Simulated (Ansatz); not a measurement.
**YP (model cell, started as zinc blende): from the cell to its phonons**

Wanted: vibrations and spectra of YP (model cell, started as zinc blende); the cell is already relaxed. After the zone centre comes a 4×4×4 q mesh on a 8×8×8 k mesh.

Method: DFT PBEsol, scalar-relativistic, plane waves, norm-conserving pseudopotentials, in Ansatz 0.2.0.

The structure was built from a prototype and need not be the compound's stable phase.

## Step 1: The structure

It takes space group F-43m (No. 216, cubic). Conventional cell: a = 6.223 Å, b = 6.223 Å, c = 6.223 Å, α = 90.00°, β = 90.00°, γ = 90.00°. Nearest to Y lie 4 P at 2.69 Å. Nearest to P lie 4 Y at 2.69 Å. Farther neighbours are not listed.

Structure file:

```cif
data_structure
_symmetry_space_group_name_H-M 'P 1'
_symmetry_Int_Tables_number 1
_cell_length_a 4.4002
_cell_length_b 4.4002
_cell_length_c 4.4002
_cell_angle_alpha 60.000
_cell_angle_beta 60.000
_cell_angle_gamma 60.000
_cell_volume 60.24
loop_
_atom_site_label
_atom_site_type_symbol
_atom_site_fract_x
_atom_site_fract_y
_atom_site_fract_z
_atom_site_occupancy
Y1 Y 0.00000 0.00000 0.00000 1
P2 P 0.25000 0.25000 0.25000 1
```

## Step 2: Zone-centre response

The cell comes from relaxations at this level that are not shown. The zone centre comes first: it holds the modes that light can see, as far as symmetry allows. The response to a homogeneous field gives the Born charges and the dielectric tensor, and its change with displacement the Raman tensors.

input.yaml

```yaml
crystal:
  lattice:
    - [0.0, 3.1113865212, 3.1113865212]
    - [3.1113865212, 0.0, 3.1113865212]
    - [3.1113865212, 3.1113865212, 0.0]
  atoms:
    - { symbol: "Y", position: [0.0, 0.0, 0.0] }
    - { symbol: P, position: [0.25, 0.25, 0.25] }
kpoints:
  mp_grid: { grid: [8, 8, 8] }
hamiltonian:
  xc: pbesol
  pseudopotentials: { kind: nc }
scf:
  occupations: { method: fixed }
output:
  eigenvalues: true
phonons:
  method: dfpt
  dielectric: true
  rigid_motions: translations
  raman: true
```

Command:

```
$ ansatz run input.yaml --threads 4 --pin off --max-ram 7168MiB --backend cpu --events-out ev --progress --plain --runs-dir out
```

Numbers of over 12 decimals in the logs are rounded to 6 here.

What it wrote:

```text
Engine: ansatz 0.2.0, aarch64-unknown-linux-gnu
Pseudopotentials: kind: nc
Pseudopotential: Y, nc, valence charge 11, recommended cutoff 979.609905 eV (normal), Y.nc.azcp (PseudoDojo's, or run here from an input of PseudoDojo's: the run reads no file of this project's for it)
Pseudopotential: P, nc, valence charge 5, recommended cutoff 598.650497 eV (normal), P.nc.azcp (PseudoDojo's, or run here from an input of PseudoDojo's: the run reads no file of this project's for it)
Functional definition: PBEsol
  exchange = pbesol_x
  correlation = pbesol_c
Crystal: 2 atoms, lattice volume = 60.241 Å³
Basis set: ecut = 979.609905 eV, 4279 PW (Γ), exchange–correlation on 90×90×90 points (8 copies of the dense FFT grid, shifted against one another)
Bands: 12, of which v1, the nominal top of the filled ones, is band 8 counted from 1 (7 counted from 0)
Symmetry: 24 space group operations
k-points: 95 of 512 (irreducible under 4 space group operations, time reversal used)
Non-local potential: Y, projectors of the file, l = 0: 2, l = 1: 2, l = 2: 2
Non-local potential: P, projectors of the file, l = 0: 2, l = 1: 2, l = 2: 2
Initial density: superposition of atomic densities (chi_scale 0.1, normalization cell, long waves kept (reshape's long-wave potential 0.00 eV rms))
Initial wavefunctions: pseudopotential atomic-orbital guess
Functional: x = pbesol(κ = 0.804, μ = 0.123457), c = pbesol(β = 0.046)
SCF iter   1: F=—  HF=-1300.531961 eV  |F-HF|=—  |Δ(HF+E_count)|=         —  Δρ=3.44e-2  dr2=1.41e0  ethr=3.10e-3  ⟨swp⟩=5.0  Hψ=6555  notcnv=0  defer=180
preconditioner: auto → none  [insulator: Δε(μ)=2.204 eV  Ē_g=6.996 eV  n_scr=14 (ndim 8)  ℏωp=13.5 eV  f_vac=0.000  ε∞_Penn≈4.7]
SCF iter   2: F=—  HF=-1300.183291 eV  |F-HF|=—  |Δ(HF+E_count)|=   3.49e-1  Δρ=1.58e-2  dr2=1.54e-1  ethr=3.10e-3  ⟨swp⟩=3.0  Hψ=2718  notcnv=0  defer=172
SCF iter   3: F=—  HF=-1300.154030 eV  |F-HF|=—  |Δ(HF+E_count)|=   2.93e-2  Δρ=6.39e-3  dr2=2.61e-2  ethr=9.64e-4  ⟨swp⟩=2.9  Hψ=1807  notcnv=0  defer=187
SCF iter   4: F=—  HF=-1300.153601 eV  |F-HF|=—  |Δ(HF+E_count)|=   4.28e-4  Δρ=2.89e-3  dr2=5.41e-3  ethr=1.63e-4  ⟨swp⟩=2.1  Hψ=1343  notcnv=0  defer=187
SCF iter   5: F=—  HF=-1300.153498 eV  |F-HF|=—  |Δ(HF+E_count)|=   1.03e-4  Δρ=6.24e-4  dr2=2.60e-4  ethr=3.38e-5  ⟨swp⟩=2.7  Hψ=1609  notcnv=0  defer=187
SCF iter   6: F=—  HF=-1300.153523 eV  |F-HF|=—  |Δ(HF+E_count)|=   2.42e-5  Δρ=7.53e-5  dr2=3.50e-6  ethr=1.62e-6  ⟨swp⟩=2.2  Hψ=1522  notcnv=0  defer=187
SCF iter   7: F=—  HF=-1300.153528 eV  |F-HF|=—  |Δ(HF+E_count)|=   5.31e-6  Δρ=1.04e-5  dr2=2.72e-8  ethr=2.19e-8  ⟨swp⟩=2.2  Hψ=1882  notcnv=0  defer=56
SCF iter   8: F=—  HF=-1300.153488 eV  |F-HF|=—  |Δ(HF+E_count)|=   4.00e-5  Δρ=1.21e-6  dr2=3.69e-10  ethr=1.70e-10  ⟨swp⟩=2.8  Hψ=1855  notcnv=0  defer=1
SCF iter   9: F=-1300.153488 eV  HF=-1300.153488 eV  |F-HF|=3.18e-12  |Δ(HF+E_count)|=  2.00e-11  Δρ=1.18e-7  dr2=5.07e-12  ethr=1.00e-12  ⟨swp⟩=9.8  Hψ=8549  notcnv=0
SCF 1 converged in 9 iterations: F = -1300.153488 eV  dr2 = 5.07e-12
DFPT response loops at Γ: preconditioner auto → none (the input reference at scf.mixing.eps_inf says where Resta's filter doesn't serve); β = 0.50; Broyden in place of MSR1
── the response to a field inside a basis, on 10×10×10 k-points: an SCF that follows is theirs, and a resumed run solves both again ──
Bands: 9, of which v1, the nominal top of the filled ones, is band 8 counted from 1 (7 counted from 0)
k-points: 110
Initial density: handed on by an earlier stage of this run
Initial wavefunctions: pseudopotential atomic-orbital guess (no wavefunctions were taken with the density)
Eigensolver: Dense (110 Hₖ)
SCF iter   1: F=—  HF=-1300.152234 eV  |F-HF|=—  |Δ(HF+E_count)|=         —  Δρ=4.45e-5  dr2=1.53e-7  ethr=1.00e-1
preconditioner: auto → none  [insulator: Δε(μ)=1.538 eV  Ē_g=5.058 eV  n_scr=14 (ndim 8)  ℏωp=13.5 eV  f_vac=0.000  ε∞_Penn≈8.2]
SCF iter   2: F=—  HF=-1300.152235 eV  |F-HF|=—  |Δ(HF+E_count)|=   4.54e-7  Δρ=2.22e-5  dr2=3.70e-8  ethr=9.55e-10
SCF iter   3: F=—  HF=-1300.152235 eV  |F-HF|=—  |Δ(HF+E_count)|=   1.62e-7  Δρ=2.89e-6  dr2=9.18e-9  ethr=2.31e-10
SCF iter   4: F=-1300.152235 eV  HF=-1300.152235 eV  |F-HF|=4.57e-11  |Δ(HF+E_count)|=   1.99e-9  Δρ=4.47e-7  dr2=6.19e-11  ethr=5.74e-11
SCF 1 converged in 4 iterations: F = -1300.152235 eV  dr2 = 6.19e-11
DFPT response loops at Γ: mixed as the last ones told, above
DFPT response loops at Γ: mixed as the last ones told, above
SCF converged after 9 iterations
Free energy (F): -1300.153488 eV
Harris-Foulkes:  -1300.153488 eV  (|F-HF|=3.18e-12)
Internal energy: -1300.153488 eV  (E = F + TS)
E sigma→0 (E₀):  -1300.153488 eV
Fermi energy:    5.385268 eV
--- Per-component energies (eV) ---
  E_band       = -146.836841
  E_kinetic    = 381.367046
  E_local      = -936.418742  (includes V_loc(G=0)·N_el)
  E_nonlocal   = 144.436061
  E_hartree    = 257.639453
  E_xc         = -270.621794
  E_vxc        = -251.500138  (∫ρ·V_xc dr)
  E_ewald      = -876.555512
  E_smearing   = -0.000000  (= −TS)
  E_closure    = -0.000000  (closes the sum)
  Σ components = -1300.153488   (vs F -1300.153488, Δ=0.00e0)
--- Band table (eV; the first three rows and the last of 95) ---
  k-point 0: bands = [... 4 lower, -3.2486, 4.5060, 4.5060, 4.5060, 8.3134, 8.7703, 8.7703, 12.4066]
  k-point 1: bands = [... 4 lower, -3.1510, 4.2549, 4.5651, 4.5651, 8.6708, 8.6708, 8.8488, 12.0415]
  k-point 2: bands = [... 4 lower, -2.9118, 3.8594, 4.6939, 4.6939, 8.6115, 8.6115, 9.7050, 11.3013]
  k-point 94: bands = [... 4 lower, -2.3404, 4.0320, 4.2842, 5.3515, 6.9380, 8.5791, 9.6975, 10.3039]
--- Phonons (Γ-DFPT): 2 representative perturbations + reference, on 95 of 512 k-points (Σ response iterations 6) ---
  k mesh reduced under 4 symmetry operations, with k and −k counted as one. Each operation leaves every solved perturbation unchanged. A smaller set is not considered because the run solves the response to a homogeneous field
  ASR residual: 6.293e-5 → 0.000e0 eV/Å²; symmetrization residual: 4.941e-7 eV/Å²
  ASR residual per site (eV/Å²): 6.29e-5 2.83e-7
  Γ frequencies (cm⁻¹): 0.00 0.00 0.00 281.70 281.70 281.70
  ε∞ (high-frequency dielectric tensor):
        7.331282     0.000000    -0.000000
        0.000000     7.331282    -0.000000
       -0.000000    -0.000000     7.331282
  ε⁰ (static dielectric tensor: ions relaxed, cell fixed):
       11.041512     0.000000    -0.000000
        0.000000    11.041512     0.000000
       -0.000000     0.000000    11.041512
  ε⁰ − ε∞ (ionic part):
        3.710230     0.000000    -0.000000
        0.000000     3.710230     0.000000
       -0.000000     0.000000     3.710230
  softest optical mode at Γ: 281.70 cm⁻¹; the repairs (sum rule, projections) moved no ω² at Γ by more than (0.47 cm⁻¹)²
  Born effective charges Z* (e; rows j = field, columns β = displacement):
    site 0:
         2.87749    0.00000   -0.00000
        -0.00000    2.87749    0.00000
        -0.00000    0.00000    2.87749
    site 1:
        -2.87749   -0.00000    0.00000
         0.00000   -2.87749   -0.00000
         0.00000   -0.00000   -2.87749
  Z* charge neutrality: 8.708e-4 e pre-enforcement
  solved inside a basis spanned on kpoints, on 10×10×10 k-points transformed towards the longest dipole: ε∞ is read to err by 2.0e-2, Z* by 1.2e-2 e (field_mesh: kpoints solves on kpoints); Z* is corrected for what the basis lacks
  Raman tensors (in the event stream and the table raman_tensors.tsv): an entry may err by 1.1e-2 Å², one of the second-order susceptibility by 1.8e-1 pm/V (basis, points and sum rule); their sum over the sites missed zero by 1.765e-4 Å² ahead of its enforcement
  optical modes at Γ without the LO–TO term, one row a degenerate level:
      ω (cm⁻¹)  modes    IR ((D/Å)²/amu)  static Raman (Å⁴/amu)  depolarisation
        281.70      3            24.9478                16.1043           0.750
  optical modes at Γ + LO–TO along q̂ = [1.0000, 0.0000, 0.0000]:
      ω (cm⁻¹)  modes    IR ((D/Å)²/amu)  static Raman (Å⁴/amu)  depolarisation
        281.70      2            16.6319                10.7362           0.750
        345.71      1             8.3159                 4.6120           0.750
  optical modes at Γ + LO–TO along q̂ = [0.0000, 1.0000, 0.0000]:
      ω (cm⁻¹)  modes    IR ((D/Å)²/amu)  static Raman (Å⁴/amu)  depolarisation
        281.70      2            16.6319                10.7362           0.750
        345.71      1             8.3159                 4.6120           0.750
  optical modes at Γ + LO–TO along q̂ = [0.0000, 0.0000, 1.0000]:
      ω (cm⁻¹)  modes    IR ((D/Å)²/amu)  static Raman (Å⁴/amu)  depolarisation
        281.70      2            16.6319                10.7362           0.750
        345.71      1             8.3159                 4.6120           0.750
```

The job ended after 2.3 min (4 threads of Arm Neoverse V1, shared host; peak memory 1.4 GiB; 9 min of CPU time).

The column dr2 measures how far the density is from self-consistency, as an energy; F and HF (Harris–Foulkes) agree once it is small.

Numbers from this step:

```yaml
gap_on_the_k_mesh: 1.516 eV
volume_per_atom: 30.12 Å³
sum_rule_residual_before_enforcement: 6.29e-5 eV/Å²
miss_of_the_charge_sum_rule: 8.71e-4 e
estimated_error_of_the_dielectric_tensor: 0.01957
estimated_error_of_the_born_charges: 0.01220 e
point_group: -43m
highest_optical_mode_at_the_zone_centre_no_lo_to_term: 281.7 cm⁻¹
lowest_optical_zone_centre_mode: 281.7 cm⁻¹
mean_high_frequency_dielectric_constant: 7.331
largest_born_charge_third_of_the_trace: 2.877 e
mean_static_dielectric_constant: 11.04
top_of_the_zone_centre_spectrum_with_the_field: 345.7 cm⁻¹
```

Without the LO-TO term. Patterns of degenerate modes are one choice out of their space. The modes at Γ (shares of kinetic energy by element, %):

| mode | frequency (cm⁻¹) | symmetry | Y % | P % |
| --- | --- | --- | --- | --- |
| 1 | 0.0 | acoustic | 74 | 26 |
| 2 | 0.0 | acoustic | 74 | 26 |
| 3 | 0.0 | acoustic | 74 | 26 |
| 4 | 281.7 | T2 | 26 | 74 |
| 5 | 281.7 | T2 | 26 | 74 |
| 6 | 281.7 | T2 | 26 | 74 |

Displacements in mode 5 (281.7 cm⁻¹), the largest set to 1:
```
Y1   0.00 -0.35  0.00
P2   0.00  1.00  0.00
```

Optical modes at the zone centre, without and with the macroscopic field of the longitudinal modes; each column is sorted by frequency, so a row need not hold one and the same mode. Modes with and without the field, by row:

| rank among optical modes | no field (cm⁻¹) | q along (1, 0, 0) (cm⁻¹) |
| --- | --- | --- |
| 1 | 281.7 | 281.7 |
| 2 | 281.7 | 281.7 |
| 3 | 281.7 | 345.7 |

Born charge (rows field, columns displacement) (e), principal values of the symmetric part by kind of site:

| atom | atoms with these values | low | middle | high | mean |
| --- | --- | --- | --- | --- | --- |
| Y1 | 1 | 2.88 | 2.88 | 2.88 | 2.88 |
| P2 | 1 | -2.88 | -2.88 | -2.88 | -2.88 |

In full for Y1:

```
2.88 0.00 0.00
0.00 2.88 0.00
0.00 0.00 2.88
```

High-frequency dielectric tensor:

```
7.33 0.00 0.00
0.00 7.33 0.00
0.00 0.00 7.33
```

Static dielectric tensor (ions relaxed, fixed cell):

```
11.04  0.00  0.00
 0.00 11.04  0.00
 0.00  0.00 11.04
```

Transverse modes. Infrared lines, with heights relative to the strongest:

| position (cm⁻¹) | label | relative intensity |
| --- | --- | --- |
| 282 | T2 | 100 |

Activity x (w_L - w)^4 (n + 1)/w, 532 nm, 300 K; the tensors are static ones, while 532 nm light lies above the computed direct gap, where resonance would change the heights; modes without the macroscopic field alone. Lines of the Raman spectrum (strongest = 100):

| position (cm⁻¹) | label | relative intensity |
| --- | --- | --- |
| 282 | T2 | 100 |

Static second-order susceptibility (pm/V), twice the coefficient d of second-harmonic generation. Second order susceptibility, by row:

| field along | xx | yy | zz | yz | xz | xy |
| --- | --- | --- | --- | --- | --- | --- |
| x | 0 | 0 | 0 | 41.31 | 0 | 0 |
| y | 0 | 0 | 0 | 0 | 41.31 | 0 |
| z | 0 | 0 | 0 | 0 | 0 | 41.31 |

Before it was imposed, the acoustic sum rule was missed by 6.3e-5 eV/Å² and the charge sum rule by 8.7e-4 e. Small misses are needed for a sound result but don't prove that mesh and cutoff are converged. The lowest optical mode is real, 282 cm⁻¹.

(Continued in part 2 of 2.)

[Logs are printed without paths, hosts, clocks, repeated set-up lines and the standing remarks that a program may print on its own settings, such as how far it seeks lower states.]

[Hosts, paths, dates, database ids (printed as entryN), source tags and the programs' standing remarks are cut or masked in the printed files.]
